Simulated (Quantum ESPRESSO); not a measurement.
**CoO: energy against a fixed spin moment**

Aim: the energy of CoO as a function of the total spin moment of its primitive cell.

Calculated with Quantum ESPRESSO 7.5; LDA; plane waves with GBRV 1.5 LDA potentials, no spin-orbit coupling.

### Step 1. Starting point

The structure is cubic, space group Fm-3m (No. 225). Conventional cell: a = 4.263 Å, b = 4.263 Å, c = 4.263 Å, α = 90.00°, β = 90.00°, γ = 90.00°. Co has 6 O at 2.13 Å nearest. O has 6 Co at 2.13 Å nearest. Farther neighbours and most contacts between anions are not listed.

Structure file:

```
Co O
1.0
     0.00000    2.13150    2.13150
     2.13150    0.00000    2.13150
     2.13150    2.13150    0.00000
Co O
1 1
Direct
  0.00000 0.00000 0.00000
  0.50000 0.50000 0.50000
```

The cell comes from the Crystallography Open Database.

### Step 2. The free run

ASE passes magmoms on as starting_magnetization. pw.x reads values of 1 or more as Bohr magnetons; where all are smaller, it reads them as fractions of the valence charge.

pw.py

```python
from ase import Atoms
from ase.calculators.espresso import Espresso, EspressoProfile

atoms = Atoms(['Co', 'O'],
    cell=[[0.0, 2.1315, 2.1315],
         [2.1315, 0.0, 2.1315],
         [2.1315, 2.1315, 0.0]],
    scaled_positions=[[0.0, 0.0, 0.0],
         [0.5, 0.5, 0.5]],
    pbc=True,
    magmoms=[3.0, 0.0])
input_data = {
    'control': {'calculation': 'scf', 'prefix': 'pwscf', 'outdir': './tmp', 'disk_io': 'nowf', 'tprnfor': True, 'tstress': True},
    'system': {'ecutwfc': 40.0, 'ecutrho': 280.0, 'nbnd': 20, 'occupations': 'smearing', 'smearing': 'fd', 'degauss': 0.00734986, 'nspin': 2},
    'electrons': {'conv_thr': 4e-09, 'electron_maxstep': 150, 'mixing_beta': 0.3},
}
atoms.calc = Espresso(
    profile=EspressoProfile(command='mpirun -n 2 pw.x -nk 2', pseudo_dir='pseudo'),
    pseudopotentials={'Co': 'co_lda_v1.2.uspp.F.UPF', 'O': 'o_lda_v1.2.uspp.F.UPF'},
    input_data=input_data,
    kpts=(8, 8, 8),
    koffset=(0, 0, 0))
atoms.get_potential_energy()
energy = atoms.calc.results['free_energy']
print(f'free energy: {energy:.6f} eV')
print('site moments (muB):', atoms.get_magnetic_moments().round(3))
```

Run with:

```bash
$ OMP_NUM_THREADS=1 python3 pw.py > pw.log
```

Log:

```text
free energy: -4497.330747 eV
site moments (muB): [2.452 0.342]

--- espresso.pwo ---
Program PWSCF v.7.5 starts

Warning: card &CELL ignored
Warning: card &FCP ignored
Warning: card &RISM ignored

     Message from routine setup:
     using ibrav=0 with symmetry is DISCOURAGED, use correct ibrav instead

     K-points division:     npool     =       2
     Subspace diagonalization in iterative solution of the eigenvalue problem:

     G-vector sticks info
     --------------------
     sticks:   dense  smooth     PW     G-vecs:    dense   smooth      PW
     Sum         637     361    121                10417     4477     893

     Using Slab Decomposition

     bravais-lattice index     =            0
     lattice parameter (alat)  =       5.6964  a.u.
     unit-cell volume          =     130.7021 (a.u.)^3
     number of atoms/cell      =            2
     number of atomic types    =            2
     number of electrons       =        23.00
     number of Kohn-Sham states=           20
     kinetic-energy cutoff     =      40.0000  Ry
     charge density cutoff     =     280.0000  Ry
     scf convergence threshold =      4.0E-09
     mixing beta               =       0.3000
     number of iterations used =            8  plain     mixing
     Exchange-correlation= SLA  PZ   NOGX NOGC
                           (   1   1   0   0   0   0   0)

     celldm(1)=   5.696383  celldm(2)=   0.000000  celldm(3)=   0.000000
     celldm(4)=   0.000000  celldm(5)=   0.000000  celldm(6)=   0.000000

     crystal axes: (cart. coord. in units of alat)
               a(1) = (   0.000000   0.707107   0.707107 )
               a(2) = (   0.707107   0.000000   0.707107 )
               a(3) = (   0.707107   0.707107   0.000000 )

     reciprocal axes: (cart. coord. in units 2 pi/alat)
               b(1) = ( -0.707107  0.707107  0.707107 )
               b(2) = (  0.707107 -0.707107  0.707107 )
               b(3) = (  0.707107  0.707107 -0.707107 )

     PseudoPot. # 1 for Co read from file:
     co_lda_v1.2.uspp.F.UPF
     Pseudo is Ultrasoft + core correction, Zval = 17.0
     Generated by new atomic code, or converted to UPF format
     Using radial grid of  863 points,  6 beta functions with:
                l(1) =   0
                l(2) =   0
                l(3) =   1
                l(4) =   1
                l(5) =   2
                l(6) =   2
     Q(r) pseudized with  8 coefficients,  rinner =    1.200   1.200   1.200
                                                       1.200   1.200

     PseudoPot. # 2 for O  read from file:
     o_lda_v1.2.uspp.F.UPF
     Pseudo is Ultrasoft + core correction, Zval =  6.0
     Generated by new atomic code, or converted to UPF format
     Using radial grid of  737 points,  5 beta functions with:
                l(1) =   0
                l(2) =   0
                l(3) =   1
                l(4) =   1
                l(5) =   2
     Q(r) pseudized with  8 coefficients,  rinner =    0.900   0.900   0.900
                                                       0.900   0.900

     atomic species   valence    mass     pseudopotential
     Co               17.00    58.93319     Co( 1.00)
     O                 6.00    15.99900     O ( 1.00)

     Starting magnetic structure
     atomic species   magnetization
     Co              0.176
     O               0.000

     48 Sym. Ops., with inversion, found

   Cartesian axes

     site n.     atom                  positions (alat units)
         1        Co     tau(   1) = (   0.0000000   0.0000000   0.0000000  )
         2        O      tau(   2) = (   0.7071068   0.7071068   0.7071068  )

     number of k points=    29  Fermi-Dirac smearing, width (Ry)=  0.0073
                       cart. coord. in units 2pi/alat
        k(    1) = (   0.0000000   0.0000000   0.0000000), wk =   0.0019531
        k(    2) = (   0.0883883   0.0883883  -0.0883883), wk =   0.0156250
        k(    3) = (   0.1767767   0.1767767  -0.1767767), wk =   0.0156250
        k(    4) = (   0.2651650   0.2651650  -0.2651650), wk =   0.0156250
        k(    5) = (  -0.3535534  -0.3535534   0.3535534), wk =   0.0078125
        [... 24 further k-points ...]

     Dense  grid:    10417 G-vectors     FFT dimensions: (  32,  32,  32)

     Smooth grid:     4477 G-vectors     FFT dimensions: (  24,  24,  24)

     Check: negative core charge=   -0.000039
     Generating pointlists ...
     new r_m :   0.2917 (alat units)  1.6615 (a.u.) for type    1
     new r_m :   0.2917 (alat units)  1.6615 (a.u.) for type    2

     Initial potential from superposition of free atoms

     starting charge      22.0000, renormalised to      23.0000
     Starting wfcs are   17 randomized atomic wfcs +    3 random wfcs

     Self-consistent Calculation

     iteration #  1     ecut=    40.00 Ry     beta= 0.30
     Davidson diagonalization with overlap
     ethr =  1.00E-02,  avg # of iterations =  4.8

     total energy              =    -328.25039200 Ry
     estimated scf accuracy    <       7.17036379 Ry

     total magnetization       =     2.92 Bohr mag/cell
     absolute magnetization    =     2.98 Bohr mag/cell

     iteration #  2     ecut=    40.00 Ry     beta= 0.30
     Davidson diagonalization with overlap
     ethr =  1.00E-02,  avg # of iterations =  2.1

     total energy              =    -329.39834335 Ry
     estimated scf accuracy    <       8.80628827 Ry

     total magnetization       =     0.34 Bohr mag/cell
     absolute magnetization    =     0.40 Bohr mag/cell

     iteration #  3     ecut=    40.00 Ry     beta= 0.30
     Davidson diagonalization with overlap
     ethr =  1.00E-02,  avg # of iterations =  1.5

     total energy              =    -330.54232128 Ry
     estimated scf accuracy    <       0.19310469 Ry

     total magnetization       =     2.99 Bohr mag/cell
     absolute magnetization    =     2.99 Bohr mag/cell

     [... further iterations left out ...]

     iteration # 10     ecut=    40.00 Ry     beta= 0.30
     Davidson diagonalization with overlap
     ethr =  2.65E-07,  avg # of iterations =  1.0

     total energy              =    -330.54774063 Ry
     estimated scf accuracy    <       0.00002401 Ry

     total magnetization       =     2.90 Bohr mag/cell
     absolute magnetization    =     2.91 Bohr mag/cell

     iteration # 11     ecut=    40.00 Ry     beta= 0.30
     Davidson diagonalization with overlap
     ethr =  1.04E-07,  avg # of iterations =  1.0

     total energy              =    -330.54774169 Ry
     estimated scf accuracy    <       0.00000231 Ry

     total magnetization       =     2.90 Bohr mag/cell
     absolute magnetization    =     2.91 Bohr mag/cell

     iteration # 12     ecut=    40.00 Ry     beta= 0.30
     Davidson diagonalization with overlap
     ethr =  1.00E-08,  avg # of iterations =  1.1

     total energy              =    -330.54774205 Ry
     estimated scf accuracy    <       0.00000002 Ry

     total magnetization       =     2.90 Bohr mag/cell
     absolute magnetization    =     2.91 Bohr mag/cell

     iteration # 13     ecut=    40.00 Ry     beta= 0.30
     Davidson diagonalization with overlap
     ethr =  9.48E-11,  avg # of iterations =  1.9

     Magnetic moment per site  (integrated on atomic sphere of radius R)
     atom   1 (R=0.292)  charge= 14.6232  magn=  2.4523
     atom   2 (R=0.292)  charge=  5.7216  magn=  0.3416

     End of self-consistent calculation

     [... lines left out ...]
     the Fermi energy is    13.4608 ev

!    total energy              =    -330.54774205 Ry
     estimated scf accuracy    <          1.4E-09 Ry
     smearing contrib. (-TS)   =      -0.00847339 Ry
     internal energy E=F+TS    =    -330.53926866 Ry

     The total energy is F=E-TS. E is the sum of the following terms:
     one-electron contribution =    -183.16272672 Ry
     hartree contribution      =     104.58091124 Ry
     xc contribution           =     -39.39459146 Ry
     ewald contribution        =    -212.56286172 Ry

     total magnetization       =     2.90 Bohr mag/cell
     absolute magnetization    =     2.91 Bohr mag/cell

     convergence has been achieved in  13 iterations

     Forces acting on atoms (cartesian axes, Ry/au):

     atom    1 type  1   force =     0.00000000    0.00000000   -0.00000000
     atom    2 type  2   force =     0.00000000    0.00000000    0.00000000

     Total force =     0.000000     Total SCF correction =     0.000000

     Computing stress (Cartesian axis) and pressure

          total   stress  (Ry/bohr**3)                   (kbar)     P=     -183.16
  -0.00124509  -0.00000000  -0.00000000         -183.16       -0.00       -0.00
  -0.00000000  -0.00124509   0.00000000           -0.00     -183.16        0.00
  -0.00000000   0.00000000  -0.00124509           -0.00        0.00     -183.16

=------------------------------------------------------------------------------=
   JOB DONE.
=------------------------------------------------------------------------------=
```

Wall time 7 s (2 MPI ranks of Arm Neoverse V2, shared host); peak memory 0.23 GiB; 13 s of CPU time.

Spin moment in the atom's sphere by atom:

```
atom  spin moment in the atom's sphere (μB)
 Co1                                   2.45
  O2                                   0.34
```

Read from the output:

```
smearing term TS       : 0.1153 eV
pressure               : -18.32 GPa
magnetization          : 2.899 μB
absolute magnetization : 2.915 μB
final state            : ferromagnetic
```

### Step 3. Moment fixed at 0 μB

The two spin channels are filled to separate Fermi energies, so that the total moment meets the target. Half of the up one less the down one is the slope dE/dM.

Changes to pw.py since step 2:

```diff
@@ -10,6 +10,6 @@
     pbc=True,
-    magmoms=[3.0, 0.0])
+    magmoms=[0.15, 0.0])
 input_data = {
     'control': {'calculation': 'scf', 'prefix': 'pwscf', 'outdir': './tmp', 'disk_io': 'nowf', 'tprnfor': True, 'tstress': True},
-    'system': {'ecutwfc': 40.0, 'ecutrho': 280.0, 'nbnd': 20, 'occupations': 'smearing', 'smearing': 'fd', 'degauss': 0.00734986, 'nspin': 2},
+    'system': {'ecutwfc': 40.0, 'ecutrho': 280.0, 'nbnd': 20, 'occupations': 'smearing', 'smearing': 'fd', 'degauss': 0.00734986, 'nspin': 2, 'tot_magnetization': 0.0},
     'electrons': {'conv_thr': 4e-09, 'electron_maxstep': 150, 'mixing_beta': 0.3},
```

Run with:

```bash
$ OMP_NUM_THREADS=1 python3 pw.py > pw.log
```

Log:

```text
     [... lines left out ...]
free energy: -4496.938312 eV
site moments (muB): [-0.  0.]
--- espresso.pwo ---
Program PWSCF v.7.5 starts
     [... lines left out ...]
     number of atoms/cell      =            2
     [... lines left out ...]
     number of electrons       =        23.00 (up:  11.50, down:  11.50)
     number of Kohn-Sham states=           20
     kinetic-energy cutoff     =      40.0000  Ry
     charge density cutoff     =     280.0000  Ry
     scf convergence threshold =      4.0E-09
     [... lines left out ...]
     48 Sym. Ops., with inversion, found
     [... lines left out ...]
     number of k points=    29  Fermi-Dirac smearing, width (Ry)=  0.0073
     [... lines left out ...]
     iteration # 14     ecut=    40.00 Ry     beta= 0.30
     [... lines left out ...]
     Magnetic moment per site  (integrated on atomic sphere of radius R)
     atom   1 (R=0.292)  charge= 14.6946  magn= -0.0000
     atom   2 (R=0.292)  charge=  5.6558  magn=  0.0000
     [... lines left out ...]
     the spin up/dw Fermi energies are    13.0848   13.0848 ev
!    total energy              =    -330.51889857 Ry
     estimated scf accuracy    <          6.5E-11 Ry
     smearing contrib. (-TS)   =      -0.01019036 Ry
     [... lines left out ...]
     total magnetization       =    -0.00 Bohr mag/cell
     absolute magnetization    =     0.00 Bohr mag/cell
     convergence has been achieved in  14 iterations
     [... lines left out ...]
     Total force =     0.000000     Total SCF correction =     0.000000
     [... lines left out ...]
          total   stress  (Ry/bohr**3)                   (kbar)     P=     -345.77
     [... lines left out ...]
```

Wall time 7.5 s (2 MPI ranks); peak memory 0.23 GiB; 14 s of CPU time.

Read from the output:

```yaml
magnetization: 0 μB
absolute_magnetization: 0 μB
half_the_difference_of_the_two_fermi_energies: 0 meV
largest_moment: 0 μB
```

### Step 4. Moment fixed at 0.489 μB

Changes to pw.py since step 3:

```diff
@@ -10,6 +10,6 @@
     pbc=True,
-    magmoms=[0.15, 0.0])
+    magmoms=[0.489, 0.0])
 input_data = {
     'control': {'calculation': 'scf', 'prefix': 'pwscf', 'outdir': './tmp', 'disk_io': 'nowf', 'tprnfor': True, 'tstress': True},
-    'system': {'ecutwfc': 40.0, 'ecutrho': 280.0, 'nbnd': 20, 'occupations': 'smearing', 'smearing': 'fd', 'degauss': 0.00734986, 'nspin': 2, 'tot_magnetization': 0.0},
+    'system': {'ecutwfc': 40.0, 'ecutrho': 280.0, 'nbnd': 20, 'occupations': 'smearing', 'smearing': 'fd', 'degauss': 0.00734986, 'nspin': 2, 'tot_magnetization': 0.489},
     'electrons': {'conv_thr': 4e-09, 'electron_maxstep': 150, 'mixing_beta': 0.3},
```

Run with:

```bash
$ OMP_NUM_THREADS=1 python3 pw.py > pw.log
```

Log:

```text
     [... lines left out ...]
free energy: -4496.963469 eV
site moments (muB): [0.461 0.006]
--- espresso.pwo ---
Program PWSCF v.7.5 starts
     [... lines left out ...]
     number of atoms/cell      =            2
     [... lines left out ...]
     number of electrons       =        23.00 (up:  11.74, down:  11.26)
     number of Kohn-Sham states=           20
     kinetic-energy cutoff     =      40.0000  Ry
     charge density cutoff     =     280.0000  Ry
     scf convergence threshold =      4.0E-09
     [... lines left out ...]
     48 Sym. Ops., with inversion, found
     [... lines left out ...]
     number of k points=    29  Fermi-Dirac smearing, width (Ry)=  0.0073
     [... lines left out ...]
     iteration # 12     ecut=    40.00 Ry     beta= 0.30
     [... lines left out ...]
     Magnetic moment per site  (integrated on atomic sphere of radius R)
     atom   1 (R=0.292)  charge= 14.6927  magn=  0.4611
     atom   2 (R=0.292)  charge=  5.6572  magn=  0.0057
     [... lines left out ...]
     the spin up/dw Fermi energies are    13.0053   13.2008 ev
!    total energy              =    -330.52074758 Ry
     estimated scf accuracy    <          1.7E-09 Ry
     smearing contrib. (-TS)   =      -0.00986553 Ry
     [... lines left out ...]
     total magnetization       =     0.49 Bohr mag/cell
     absolute magnetization    =     0.50 Bohr mag/cell
     convergence has been achieved in  12 iterations
     [... lines left out ...]
     Total force =     0.000000     Total SCF correction =     0.000000
     [... lines left out ...]
          total   stress  (Ry/bohr**3)                   (kbar)     P=     -340.79
     [... lines left out ...]
```

Run time: 6.8 s. Hardware: 2 MPI ranks; peak memory 0.23 GiB; 13 s of CPU time.

Spin moment in the atom's sphere by atom:

```csv
atom,spin moment in the atom's sphere (μB)
Co1,0.461
O2,0.006
```

This step gave:

- magnetization: 0.489 μB
- absolute magnetization: 0.495 μB
- half the difference of the two Fermi energies: -97.7 meV

### Step 5. Moment fixed at 0.978 μB

Changes to pw.py since step 4:

```diff
@@ -10,6 +10,6 @@
     pbc=True,
-    magmoms=[0.489, 0.0])
+    magmoms=[0.978, 0.0])
 input_data = {
     'control': {'calculation': 'scf', 'prefix': 'pwscf', 'outdir': './tmp', 'disk_io': 'nowf', 'tprnfor': True, 'tstress': True},
-    'system': {'ecutwfc': 40.0, 'ecutrho': 280.0, 'nbnd': 20, 'occupations': 'smearing', 'smearing': 'fd', 'degauss': 0.00734986, 'nspin': 2, 'tot_magnetization': 0.489},
+    'system': {'ecutwfc': 40.0, 'ecutrho': 280.0, 'nbnd': 21, 'occupations': 'smearing', 'smearing': 'fd', 'degauss': 0.00734986, 'nspin': 2, 'tot_magnetization': 0.978},
     'electrons': {'conv_thr': 4e-09, 'electron_maxstep': 150, 'mixing_beta': 0.3},
```

Run with:

```bash
$ OMP_NUM_THREADS=1 python3 pw.py > pw.log
```

Log:

```text
     [... lines left out ...]
free energy: -4497.027306 eV
site moments (muB): [0.907 0.028]
--- espresso.pwo ---
Program PWSCF v.7.5 starts
     [... lines left out ...]
     number of atoms/cell      =            2
     [... lines left out ...]
     number of electrons       =        23.00 (up:  11.99, down:  11.01)
     number of Kohn-Sham states=           21
     kinetic-energy cutoff     =      40.0000  Ry
     charge density cutoff     =     280.0000  Ry
     scf convergence threshold =      4.0E-09
     [... lines left out ...]
     48 Sym. Ops., with inversion, found
     [... lines left out ...]
     number of k points=    29  Fermi-Dirac smearing, width (Ry)=  0.0073
     [... lines left out ...]
     iteration # 14     ecut=    40.00 Ry     beta= 0.30
     [... lines left out ...]
     Magnetic moment per site  (integrated on atomic sphere of radius R)
     atom   1 (R=0.292)  charge= 14.6861  magn=  0.9066
     atom   2 (R=0.292)  charge=  5.6624  magn=  0.0275
     [... lines left out ...]
     the spin up/dw Fermi energies are    12.9822   13.3030 ev
!    total energy              =    -330.52543948 Ry
     estimated scf accuracy    <          6.1E-10 Ry
     smearing contrib. (-TS)   =      -0.01018512 Ry
     [... lines left out ...]
     total magnetization       =     0.98 Bohr mag/cell
     absolute magnetization    =     0.99 Bohr mag/cell
     convergence has been achieved in  14 iterations
     [... lines left out ...]
     Total force =     0.000000     Total SCF correction =     0.000000
     [... lines left out ...]
          total   stress  (Ry/bohr**3)                   (kbar)     P=     -323.51
     [... lines left out ...]
```

The job ended after 7.8 s (2 MPI ranks; peak memory 0.23 GiB; 15 s of CPU time).

Read from the output:

```
magnetization                                 : 0.978 μB
absolute magnetization                        : 0.986 μB
half the difference of the two Fermi energies : -160.4 meV
largest moment                                : 0.9066 μB
```

### Step 6. The curve

The runs not shown differ in the target, the start and the number of states alone. The point at 2.90 μB is the free run, entered with slope zero.

Table of energy over the lowest by total spin moment:

| total spin moment (μB a cell) | energy over the lowest (meV a cell) |
| --- | --- |
| 0.00 | 392 |
| 0.49 | 367 |
| 0.98 | 303 |
| 1.47 | 210 |
| 1.96 | 111 |
| 2.45 | 38.6 |
| 2.90 | 0 |
| 2.94 | 0.493 |
| 3.42 | 809 |
| 3.91 | 2199 |

The dE/dM by total spin moment:

| total spin moment (μB a cell) | dE/dM (meV/μB) |
| --- | --- |
| 0.00 | 0.00349 |
| 0.49 | -97.7 |
| 0.98 | -160 |
| 1.47 | -215 |
| 1.96 | -173 |
| 2.45 | -127 |
| 2.90 | 0 |
| 2.94 | 29.0 |
| 3.42 | 2499 |
| 3.91 | 3143 |

Table of largest site moment by total spin moment:

| total spin moment (μB a cell) | largest site moment (μB) |
| --- | --- |
| 0.00 | 5.5e-6 |
| 0.49 | 0.461 |
| 0.98 | 0.907 |
| 1.47 | 1.34 |
| 1.96 | 1.75 |
| 2.45 | 2.13 |
| 2.90 | 2.45 |
| 2.94 | 2.48 |
| 3.42 | 2.68 |
| 3.91 | 2.87 |

### Step 7. Results

```
moment of the free run                              : 2.90 μB a cell
energy at zero total moment                         : 392 meV a cell over the lowest
ΔE/ΔM² from the lowest point to 3.42 and to 2.45 μB : 2923 and 188 meV/μB²
```

In words: At zero total moment the site moments vanish, so the 392 meV a cell is the energy of forming them. The points show one minimum alone. The cell holds one seeded atom, so opposed orders, which may lie lower, cannot form in it. Energies are free energies at an electronic temperature of 1160 K, which lowers moments and differences where the moments are itinerant. No Hubbard term acts here. In such compounds local and semilocal functionals without one often delocalise the d electrons, and can shrink or lose moments and miss the size, sign and order of the couplings. The smearing term is large for its width, so states at the Fermi level are partly filled: at this level the cell is a metal or has a gap of a few widths at most.

[Logs and program files are shortened in this print: banners, set-up blocks, solver, clock and traceback lines can be left out without a mark of their own.]

[Logs are printed without paths, hosts, clocks, repeated set-up lines and the standing remarks that a program may print on its own settings, such as how far it seeks lower states.]

[Hosts, paths, dates, database ids (printed as entryN), source tags and the programs' standing remarks are cut or masked in the printed files.]

[Where a cell is said to come from a database of computed structures, the database is the Materials Project.]
